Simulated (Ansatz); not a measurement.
**SrTiP2, from a guessed structure to a relaxed one**

Starting from a made-up structure for SrTiP2, the aim is the relaxed cell, its shortest contacts and, where a second run follows, its electronic structure.

Method: DFT, r2SCAN, plane-wave PAW, files of the set soft_1, scalar-relativistic, no spin, cell and ions relaxed at zero pressure; PAW set soft_1, in the first sound run; inputs show where later runs differ, in Ansatz 0.2.0.

## 1. Set-up

The structure is tetragonal, space group I-42d (No. 122). Conventional cell: a = 6.180 Å, b = 6.180 Å, c = 12.152 Å, α = 90.00°, β = 90.00°, γ = 90.00°. Nearest to Sr lie 4 P at 2.73 Å. Nearest to Ti lie 4 P at 2.59 Å. Nearest to P lie 2 Ti at 2.59 Å and 2 Sr at 2.73 Å. Farther neighbours are not listed.

## 2. Relaxing cell and atoms

The guessed cell has no reason to be at equilibrium. It is relaxed with the atoms, within the space group of the guess.

input.yaml

```yaml
crystal:
  lattice:
    - [-3.09, 3.09, 6.076]
    - [3.09, -3.09, 6.076]
    - [3.09, 3.09, -6.076]
  atoms:
    - { symbol: Sr, position: [0.75, 0.25, 0.5] }
    - { symbol: Sr, position: [0.0, 0.0, 0.0] }
    - { symbol: Ti, position: [0.25, 0.75, 0.5] }
    - { symbol: Ti, position: [0.5, 0.5, 0.0] }
    - { symbol: P, position: [0.1448, 0.625, 0.0198] }
    - { symbol: P, position: [0.6052, 0.125, 0.9802] }
    - { symbol: P, position: [0.875, 0.8552, 0.4802] }
    - { symbol: P, position: [0.375, 0.3948, 0.5198] }
kpoints:
  mp_grid: { grid: [6, 6, 6] }
scf:
  occupations: { method: fermi_dirac, width: 0.05 }
hamiltonian:
  xc: r2scan
  pseudopotentials: { kind: paw, azcp: { folder: soft_1 } }
relax:
  f_tol: 0.015
  max_steps: 70
  cell: {}
output:
  forces: true
  stress: true
```

Started as:

```sh
$ ansatz run input.yaml --threads 4 --pin off --max-ram 10240MiB --backend cpu --events-out ev --progress --plain --runs-dir out
```

Numbers of over 12 decimals in the logs are rounded to 6 here.

What it wrote:

```text
Engine: ansatz 0.2.0, aarch64-unknown-linux-gnu
Pseudopotentials: kind: paw
Pseudopotential: Sr, paw, valence charge 10, recommended cutoff 500 eV (meta_gga), soft_1/Sr.paw.azcp
Pseudopotential: Ti, paw, valence charge 12, recommended cutoff 500 eV (meta_gga), soft_1/Ti.paw.azcp
Pseudopotential: P, paw, valence charge 5, recommended cutoff 500 eV (meta_gga), soft_1/P.paw.azcp
Functional definition: r2SCAN
  parameter k0 = 0.174
  parameter k1 = 0.065
  parameter a1 = 4.9479
  exchange = r2scan_x(k0 = k0, k1 = k1, a1 = a1)
  correlation = r2scan_c
Crystal: 8 atoms, lattice volume = 232.057 Å³
Basis set: ecut = 500 eV, 5863 PW (Γ), exchange–correlation on 240×240×240 points (64 copies of the dense FFT grid, shifted against one another)
Bands: 40, of which v1, the nominal top of the filled ones, is band 32 counted from 1 (31 counted from 0)
Symmetry: 8 space group operations
Space group: I-42d (ITA 122), of the structure as read, at distance tolerance 6.1e-5 Å
k-points: 30 of 216 (time reversal used)
Non-local potential: Sr, projectors of the file, l = 0: 3, l = 1: 2, l = 2: 2
Non-local potential: Ti, projectors of the file, l = 0: 3, l = 1: 2, l = 2: 3, l = 3: 1
Non-local potential: P, projectors of the file, l = 0: 2, l = 1: 2, l = 2: 1
PAW form: soft (Blöchl's): semilocal exchange-correlation on the pseudo side does not see the compensation charge
PAW frozen core: Sr, regenerated for the run's functional (the file was generated under x = pbe(κ = 0.804, μ = 0.219515), c = pbe(β = 0.066725))
PAW frozen core: Ti, regenerated for the run's functional (the file was generated under x = pbe(κ = 0.804, μ = 0.219515), c = pbe(β = 0.066725))
PAW frozen core: P, regenerated for the run's functional (the file was generated under x = pbe(κ = 0.804, μ = 0.219515), c = pbe(β = 0.066725))
PAW one-centre angular grid: Sr, 302 points (default); XC on 160 Gauss nodes
PAW one-centre angular grid: Ti, 590 points (default); XC on 160 Gauss nodes
PAW one-centre angular grid: P, 302 points (default); XC on 160 Gauss nodes
Initial density: superposition of atomic densities (chi_scale 0.1, normalization cell, long waves kept (reshape's long-wave potential 0.01 eV rms))
Initial wavefunctions: pseudopotential atomic-orbital guess
Functional: x = r2scan, c = r2scan; τ floored in thin density (d = 2e-4 eV/Å³)
SCF iter   1: F=—  HF=-15164.106535 eV  |F-HF|=—  |Δ(HF+E_count)|=         —  Δρ=7.45e-2  dr2=2.94e1  dr2_τ=8.29e-1  ethr=3.10e-3  ⟨swp⟩=11.3  Hψ=6824  notcnv=0
preconditioner: auto → Resta (q_TF=auto, 2.201 Å⁻¹)  ε∞=6.0  [insulator: Δε(μ)=2.180 eV  Ē_g=6.154 eV  σ=0.050 eV  W_gap=1.00  n_scr=36 (ndim 8)  ℏωp=13.8 eV  f_vac=0.000  D(μ)=0.00/eV (n_scr^D=0)  ε∞_Penn≈6.0]
SCF iter   2: F=—  HF=-15162.670851 eV  |F-HF|=—  |Δ(HF+E_count)|=    1.44e0  Δρ=1.18e-1  dr2=5.83e1  dr2_τ=2.77e0  ethr=3.10e-3  ⟨swp⟩=5.8  Hψ=3587  notcnv=0  defer=48
preconditioner: auto → Kerker (q_TF=auto, 2.201 Å⁻¹)  [metal: Δε(μ)=0.017 eV  Ē_g=4.104 eV  σ=0.050 eV  W_gap=0.09  n_scr=36 (ndim 8)  ℏωp=13.8 eV  f_vac=0.000  D(μ)=5.20/eV (n_scr^D=30)]
SCF iter   3: F=—  HF=-15160.064004 eV  |F-HF|=—  |Δ(HF+E_count)|=    2.61e0  Δρ=2.13e-2  dr2=1.89e0  dr2_τ=1.38e-1  ethr=3.10e-3  ⟨swp⟩=4.3  Hψ=2711  notcnv=0  defer=47
SCF iter   4: F=—  HF=-15161.394922 eV  |F-HF|=—  |Δ(HF+E_count)|=    1.33e0  Δρ=6.82e-2  dr2=2.04e1  dr2_τ=5.84e-1  ethr=2.96e-3  ⟨swp⟩=6.6  Hψ=3362  notcnv=0  recentre
SCF iter   5: F=—  HF=-15160.165510 eV  |F-HF|=—  |Δ(HF+E_count)|=    1.23e0  Δρ=1.11e-2  dr2=4.67e-1  dr2_τ=9.95e-3  ethr=2.96e-3  ⟨swp⟩=3.6  Hψ=2136  notcnv=0
SCF iter   6: F=—  HF=-15160.169637 eV  |F-HF|=—  |Δ(HF+E_count)|=   4.13e-3  Δρ=5.69e-3  dr2=1.59e-1  dr2_τ=2.41e-3  ethr=7.30e-4  ⟨swp⟩=3.9  Hψ=2256  notcnv=0
SCF iter   7: F=—  HF=-15160.170301 eV  |F-HF|=—  |Δ(HF+E_count)|=   6.64e-4  Δρ=9.42e-4  dr2=3.36e-3  dr2_τ=1.19e-4  ethr=2.48e-4  ⟨swp⟩=3.1  Hψ=1812  notcnv=0
SCF iter   8: F=—  HF=-15160.171262 eV  |F-HF|=—  |Δ(HF+E_count)|=   9.61e-4  Δρ=4.33e-4  dr2=4.21e-4  dr2_τ=3.27e-5  ethr=5.25e-6  ⟨swp⟩=2.4  Hψ=1835  notcnv=0
SCF iter   9: F=—  HF=-15160.171596 eV  |F-HF|=—  |Δ(HF+E_count)|=   3.34e-4  Δρ=3.43e-4  dr2=5.49e-4  dr2_τ=1.55e-5  ethr=6.58e-7  ⟨swp⟩=2.1  Hψ=1633  notcnv=0
SCF iter  10: F=—  HF=-15160.171568 eV  |F-HF|=—  |Δ(HF+E_count)|=   2.81e-5  Δρ=1.36e-4  dr2=8.12e-5  dr2_τ=1.17e-6  ethr=6.58e-7  ⟨swp⟩=1.7  Hψ=1228  notcnv=0
SCF iter  11: F=—  HF=-15160.171468 eV  |F-HF|=—  |Δ(HF+E_count)|=   1.00e-4  Δρ=2.80e-5  dr2=3.49e-6  dr2_τ=4.84e-8  ethr=1.27e-7  ⟨swp⟩=2.0  Hψ=1337  notcnv=0
SCF iter  12: F=-15160.171468 eV  HF=-15160.171468 eV  |F-HF|=1.54e-8  |Δ(HF+E_count)|=   1.96e-7  Δρ=3.48e-6  dr2=3.31e-8  dr2_τ=1.60e-9  ethr=1.56e-10  ⟨swp⟩=5.1  Hψ=5750  notcnv=0
SCF 1 converged in 12 iterations: F = -15160.171468 eV  dr2 = 3.31e-8
  greatest PAW one-centre occupation: 1.000 electrons in one spin orbital (limit 2), on the Ti atom at site 3 (counted from 0), in its partial waves of l = 0
relax step   1: F+E_penalty+E_count = -15160.17146776 eV  Δ(F+E_penalty+E_count) = +0.000e0 eV  max|allowed force component| = 3.302e0 eV/Å  Δτ_max = 0.0000 Å  P = -0.696 GPa  Ω = 232.057 Å³  (12 SCF iters, dr2 threshold 1.00e-7 eV, accepted)
Crystal: 8 atoms, lattice volume = 232.320 Å³
Basis set: ecut = 500 eV, 5895 PW (Γ), exchange–correlation on 240×240×240 points (64 copies of the dense FFT grid, shifted against one another)
Initial density: handed on by an earlier stage of this run
Initial wavefunctions: those handed on with the density
SCF iter   1: F=—  HF=-15162.348748 eV  |F-HF|=—  |Δ(HF+E_count)|=         —  Δρ=1.74e-2  dr2=2.07e0  dr2_τ=1.86e-1  ethr=3.10e-3  ⟨swp⟩=11.3  Hψ=5687  notcnv=0
preconditioner: auto → Resta (q_TF=auto, 2.201 Å⁻¹)  ε∞=8.6  [insulator: Δε(μ)=0.388 eV  Ē_g=4.990 eV  σ=0.050 eV  W_gap=0.96  n_scr=36 (ndim 8)  ℏωp=13.8 eV  f_vac=0.007  D(μ)=0.03/eV (n_scr^D=0)  ε∞_Penn≈8.6]
SCF iter   2: F=—  HF=-15162.352691 eV  |F-HF|=—  |Δ(HF+E_count)|=   3.94e-3  Δρ=2.07e-2  dr2=1.48e0  dr2_τ=1.02e-1  ethr=3.10e-3  ⟨swp⟩=3.6  Hψ=2262  notcnv=0
SCF iter   3: F=—  HF=-15162.177513 eV  |F-HF|=—  |Δ(HF+E_count)|=   1.75e-1  Δρ=4.79e-3  dr2=9.76e-2  dr2_τ=1.32e-3  ethr=2.31e-3  ⟨swp⟩=3.1  Hψ=1896  notcnv=0
SCF iter   4: F=—  HF=-15162.164817 eV  |F-HF|=—  |Δ(HF+E_count)|=   1.27e-2  Δρ=4.04e-3  dr2=8.14e-2  dr2_τ=2.26e-3  ethr=1.53e-4  ⟨swp⟩=3.9  Hψ=2909  notcnv=0
SCF iter   5: F=—  HF=-15162.158462 eV  |F-HF|=—  |Δ(HF+E_count)|=   6.36e-3  Δρ=1.45e-3  dr2=8.78e-3  dr2_τ=2.64e-4  ethr=1.27e-4  ⟨swp⟩=3.0  Hψ=1897  notcnv=0
[...]
relax step   7: F+E_penalty+E_count = -15163.47890723 eV  Δ(F+E_penalty+E_count) = -1.360e-1 eV  max|allowed force component| = 8.374e-2 eV/Å  Δτ_max = 0.0194 Å  P = -0.734 GPa  Ω = 221.196 Å³  energy of the carried Pulay correction = +1.517e-3 eV  (7 SCF iters, dr2 threshold 8.00e-7 eV, accepted)
relax step   8: F+E_penalty+E_count = -15163.59862565 eV  Δ(F+E_penalty+E_count) = -1.197e-1 eV  max|allowed force component| = 5.310e-2 eV/Å  Δτ_max = 0.0153 Å  P = -0.743 GPa  Ω = 214.546 Å³  energy of the carried Pulay correction = +2.483e-3 eV  (7 SCF iters, dr2 threshold 8.00e-7 eV, accepted)
relax step   9: F+E_penalty+E_count = -15163.64959560 eV  Δ(F+E_penalty+E_count) = -5.097e-2 eV  max|allowed force component| = 4.617e-2 eV/Å  Δτ_max = 0.0164 Å  P = +0.024 GPa  Ω = 204.995 Å³  energy of the carried Pulay correction = +3.921e-3 eV  (7 SCF iters, dr2 threshold 8.00e-7 eV, accepted)
relax step  10: F+E_penalty+E_count = -15163.65060526 eV  Δ(F+E_penalty+E_count) = -1.010e-3 eV  max|allowed force component| = 4.523e-3 eV/Å  Δτ_max = 0.0059 Å  P = +0.116 GPa  Ω = 205.609 Å³  energy of the carried Pulay correction = +3.827e-3 eV  (6 SCF iters, dr2 threshold 1.33e-7 eV, accepted)
relax step  11: F+E_penalty+E_count = -15163.65103145 eV  Δ(F+E_penalty+E_count) = -4.262e-4 eV  max|allowed force component| = 1.629e-2 eV/Å  Δτ_max = 0.0003 Å  P = -0.067 GPa  Ω = 205.713 Å³  energy of the carried Pulay correction = +3.811e-3 eV  (6 SCF iters, dr2 threshold 8.62e-8 eV, accepted)
relax step  12: F+E_penalty+E_count = -15163.65113326 eV  Δ(F+E_penalty+E_count) = -1.018e-4 eV  max|allowed force component| = 5.407e-3 eV/Å  Δτ_max = 0.0018 Å  P = +0.027 GPa  Ω = 205.457 Å³  energy of the carried Pulay correction = +3.850e-3 eV  (6 SCF iters, dr2 threshold 1.66e-8 eV, accepted)
Basis set: ecut = 500 eV, 5199 PW (Γ), exchange–correlation on 192×192×192 points (64 copies of the dense FFT grid, shifted against one another)
Initial wavefunctions: pseudopotential atomic-orbital guess (no wavefunctions were taken with the density)
iter 1 solved again at ethr=3.88e-6 eV; its pass at ethr=3.10e-3 eV (dr2=2.48e-3 eV) is discarded
SCF iter   1: F=—  HF=-15163.653595 eV  |F-HF|=—  |Δ(HF+E_count)|=         —  Δρ=2.51e-4  dr2=1.31e-5  dr2_τ=1.42e-4  ethr=3.88e-6  ⟨swp⟩=3.9  Hψ=10099  notcnv=0
eigensolver tolerance schedule: the retry pair's looser diagonalisation over-reported the residual by 188.15 of it (diagonalisation noise at 0.31 of the residual, at the tolerance the schedule requests for it); recorded, not acted on — ethr = c·dr2/N_el stays at c = 1.0e-1
preconditioner: auto → Resta (q_TF=auto, 2.246 Å⁻¹)  ε∞=7.9  [insulator: Δε(μ)=0.937 eV  Ē_g=5.598 eV  σ=0.050 eV  W_gap=1.00  n_scr=42 (ndim 8)  ℏωp=14.7 eV  f_vac=0.000  D(μ)=0.00/eV (n_scr^D=0)  ε∞_Penn≈7.9]
SCF iter   2: F=—  HF=-15163.653700 eV  |F-HF|=—  |Δ(HF+E_count)|=   1.05e-4  Δρ=1.33e-4  dr2=6.66e-6  dr2_τ=6.70e-6  ethr=2.05e-8  ⟨swp⟩=2.6  Hψ=2262  notcnv=0
SCF iter   3: F=—  HF=-15163.653736 eV  |F-HF|=—  |Δ(HF+E_count)|=   3.55e-5  Δρ=7.14e-5  dr2=1.66e-5  dr2_τ=8.88e-7  ethr=1.04e-8  ⟨swp⟩=2.0  Hψ=2160  notcnv=0
SCF iter   4: F=—  HF=-15163.653734 eV  |F-HF|=—  |Δ(HF+E_count)|=   1.71e-6  Δρ=9.22e-6  dr2=1.79e-7  dr2_τ=1.84e-8  ethr=1.04e-8  ⟨swp⟩=2.0  Hψ=1543  notcnv=0
SCF iter   5: F=—  HF=-15163.653595 eV  |F-HF|=—  |Δ(HF+E_count)|=   1.39e-4  Δρ=1.73e-6  dr2=5.24e-9  dr2_τ=2.08e-9  ethr=2.80e-10  ⟨swp⟩=2.7  Hψ=1979  notcnv=0
SCF iter   6: F=—  HF=-15163.653595 eV  |F-HF|=—  |Δ(HF+E_count)|=   1.97e-9  Δρ=6.46e-7  dr2=7.74e-10  dr2_τ=1.21e-10  ethr=8.19e-12  ⟨swp⟩=2.7  Hψ=2332  notcnv=0
SCF iter   7: F=—  HF=-15163.653595 eV  |F-HF|=—  |Δ(HF+E_count)|=  3.73e-10  Δρ=2.02e-7  dr2=1.15e-10  dr2_τ=6.47e-12  ethr=1.21e-12  ⟨swp⟩=2.6  Hψ=1792  notcnv=0
SCF iter   8: F=-15163.653595 eV  HF=-15163.653595 eV  |F-HF|=3.64e-12  |Δ(HF+E_count)|=  9.09e-12  Δρ=3.80e-8  dr2=3.21e-12  dr2_τ=4.30e-13  ethr=1.00e-12  ⟨swp⟩=6.0  Hψ=4688  notcnv=0
SCF 13 converged in 8 iterations: F = -15163.653595 eV  dr2 = 3.21e-12
relax step  13: F+E_penalty+E_count = -15163.65359508 eV  Δ(F+E_penalty+E_count) = -2.462e-3 eV  max|allowed force component| = 5.417e-3 eV/Å  Δτ_max = 0.0000 Å  P = +0.025 GPa  Ω = 205.457 Å³  stress off target by 3.13e-2 GPa  SCF on the basis re-selected at this cell (its energy is not comparable with the rows above)  (8 SCF iters)
basis re-selected at this cell: Δ(F+E_penalty+E_count) = -2.462e-3 eV, ΔP = -0.002 GPa vs the last step (what re-selecting the basis moved, of the pressure what is left beyond the Pulay correction that the steps carried, after the strain that the cell walked since its last selection, with what the two solves' SCF thresholds leave and, on support functions, any second-order correction that the steps lacked; it is no measure of the basis error at this ecutwfc). The dense FFT grid was sized anew with the basis: this SCF ran on 48×48×48 points, the steps before it on 60×60×60, so part of this shift can come from that change (see relax.cell in the input reference). [rest of the remark cut]
SCF converged after 8 iterations
Free energy (F): -15163.653595 eV
Harris-Foulkes:  -15163.653595 eV  (|F-HF|=3.64e-12)
Internal energy: -15163.653584 eV  (E = F + TS)
E sigma→0 (E₀):  -15163.653590 eV
Entropy (-TS):   -0.000011 eV (-0.001 meV/atom)
Fermi energy:    7.051049 eV
--- Per-component energies (eV) ---
  E_band       = -704.939128
  E_kinetic    = 1299.834404
  E_local      = -4337.535364  (includes V_loc(G=0)·N_el)
  E_nonlocal   = 710.955508
  E_hartree    = 1485.502039
  E_xc         = -826.358004
  E_vxc        = -922.644584  (∫ρ·V_xc dr)
  E_paw        = -9789.811540  (= ΣΔE_a)
  E_vpaw       = -476.625674  (= ΣTr[D̂ρ^β])
  E_aug_tail   = -0.000061  (compensation charges beyond the density's cutoff)
  E_vtau       = 50.072613  (kinetic-family band-sum trace: ∫τ·v_τ [+ j·A + Jᵃ·Aᵃ] dr)
  E_ewald      = -3705.078211
  E_core_change = -1.162354  (= ΣΔE_core)
  E_smearing   = -0.000011  (= −TS)
  E_closure    = 0.000000  (closes the sum)
  Σ components = -15163.653595   (vs F -15163.653595, Δ=0.00e0)
--- Forces (eV/Å), atoms counted from 1 ---
  atom   1  Sr     0.00000000    -0.00000000     0.00000000
  atom   2  Sr     0.00000000     0.00000000     0.00000000
  atom   3  Ti    -0.00000000    -0.00000000     0.00000000
  atom   4  Ti    -0.00000000     0.00000000     0.00000000
  atom   5  P     -0.00000000    -0.00541732     0.00000000
  atom   6  P     -0.00000000     0.00541732     0.00000000
  atom   7  P      0.00541732     0.00000000     0.00000000
  atom   8  P     -0.00541732     0.00000000     0.00000000
  max |Σ_I F_I| component: 6.51e-17 eV/Å
--- Stress (GPa, compression-positive) ---
        0.031273       0.000000       0.000000
        0.000000       0.031273       0.000000
        0.000000       0.000000       0.013693
  P = ⅓ Tr σ = 0.0254 GPa (0.254 kbar)
--- Relaxed structure (12 steps of the walk, 12 accepted, 1 SCFs on fresh bases) ---
  F+E_penalty+E_count = -15163.65359508 eV   max|allowed force component| = 5.417e-3 eV/Å   (the final SCF, on the basis selected at the relaxed cell)
  cell:  # Å, volume = 205.4573 Å³
    - [-3.487180, 3.487180, 4.223893]
    - [3.487180, -3.487180, 4.223893]
    - [3.487180, 3.487180, -4.223893]
  atoms:
    - { symbol: Sr, position: [0.750000, 0.25, 0.500000] }
    - { symbol: Sr, position: [-5.438554586901429e-19, 5.438554586901457e-19, 0] }
    - { symbol: Ti, position: [0.25, 0.750000, 0.500000] }
    - { symbol: Ti, position: [0.5, 0.5, 4.262671539931465e-18] }
    - { symbol: P, position: [0.200197, 0.625000, 0.075197] }
    - { symbol: P, position: [0.549803, 0.125000, 0.924803] }
    - { symbol: P, position: [0.875000, 0.799803, 0.424803] }
    - { symbol: P, position: [0.375000, 0.450197, 0.575197] }
```

The job ended after 3 min (4 threads of Arm Neoverse V1, shared host; peak memory 1.5 GiB).

The steps of the relaxation:

| step | energy less that of the first step (eV) | largest force component (eV/Å) | pressure (GPa) | volume (Å³) |
| --- | --- | --- | --- | --- |
| 1 | 0.0000 | 3.3018 | -0.70 | 232.06 |
| 2 | -1.9861 | 1.7203 | -1.38 | 232.32 |
| 3 | -2.8521 | 0.1151 | 1.21 | 224.77 |
| 4 | -2.9462 | 0.0990 | -0.07 | 230.12 |
| 5 | -3.0406 | 0.2142 | -0.62 | 230.78 |
| 6 | -3.1715 | 0.1264 | -0.71 | 226.73 |
| 7 | -3.3074 | 0.0837 | -0.73 | 221.20 |
| 8 | -3.4272 | 0.0531 | -0.74 | 214.55 |
| 9 | -3.4781 | 0.0462 | 0.02 | 205.00 |
| 10 | -3.4791 | 0.0045 | 0.12 | 205.61 |
| 11 | -3.4796 | 0.0163 | -0.07 | 205.71 |
| 12 | -3.4797 | 0.0054 | 0.03 | 205.46 |
| 13* | -3.4821 | 0.0054 | 0.03 | 205.46 |

Relaxation steps marked * repeat the geometry before them on a plane-wave basis chosen anew for their cell, so energy and pressure can jump there.

Forces are held to the 8 operations that the run works with; a distortion that breaks them can't arise in this run.

| cell as run | before | after | change |
| --- | --- | --- | --- |
| a (Å) | 7.484 | 6.493 | -13.2 % |
| b (Å) | 7.484 | 6.493 | -13.2 % |
| c (Å) | 7.484 | 6.493 | -13.2 % |
| α (°) | 131.23 | 115.03 | -12.3 % |
| β (°) | 131.23 | 115.03 | -12.3 % |
| γ (°) | 71.45 | 98.84 | +38.3 % |
| volume (Å³/atom) | 29.01 | 25.68 | -11.5 % |

The atoms that moved most (Å, as changes of fractional coordinates times the final cell):

```csv
atom,dx,dy,dz,length
P7,-0.386,0.000,0.000,0.386
P5,0.000,0.386,0.000,0.386
P8,0.386,0.000,0.000,0.386
P6,0.000,-0.386,0.000,0.386
```

Final coordinates:

```cif
data_structure
_symmetry_space_group_name_H-M 'P 1'
_symmetry_Int_Tables_number 1
_cell_length_a 6.4932
_cell_length_b 6.4932
_cell_length_c 6.4932
_cell_angle_alpha 115.034
_cell_angle_beta 115.034
_cell_angle_gamma 98.840
_cell_volume 205.46
loop_
_atom_site_label
_atom_site_type_symbol
_atom_site_fract_x
_atom_site_fract_y
_atom_site_fract_z
_atom_site_occupancy
Sr1 Sr 0.75000 0.25000 0.50000 1
Sr2 Sr 0.00000 0.00000 0.00000 1
Ti3 Ti 0.25000 0.75000 0.50000 1
Ti4 Ti 0.50000 0.50000 0.00000 1
P5 P 0.20020 0.62500 0.07520 1
P6 P 0.54980 0.12500 0.92480 1
P7 P 0.87500 0.79980 0.42480 1
P8 P 0.37500 0.45020 0.57520 1
```

This step gave:

| Quantity | Value |
| --- | --- |
| free energy | -15163.6536 eV |
| Fermi energy | 7.051 eV |
| gap by band count | 0.9373 eV |
| electrons | 64 |
| symmetry operations | 8 |
| pressure | 0.02541 GPa |

Shortest distances by pair of elements, guess and relaxed (not always the same contact):

| pair | guess (Å) | relaxed (Å) |
| --- | --- | --- |
| P–Ti | 2.592 | 2.375 |
| P–Sr | 2.734 | 3.049 |
| P–P | 4.200 | 3.676 |
| Sr–Sr | 4.333 | 4.077 |
| Sr–Ti | 4.333 | 4.077 |

The relaxation ends with a largest force component of 0.0054 eV/Å and a pressure of 0.03 GPa.

(Continued in part 2 of 2.)

[Logs are printed without paths, hosts, clocks, repeated set-up lines and the standing remarks that a program may print on its own settings, such as how far it seeks lower states.]

[Hosts, paths, dates, database ids (printed as entryN), source tags and the programs' standing remarks are cut or masked in the printed files.]
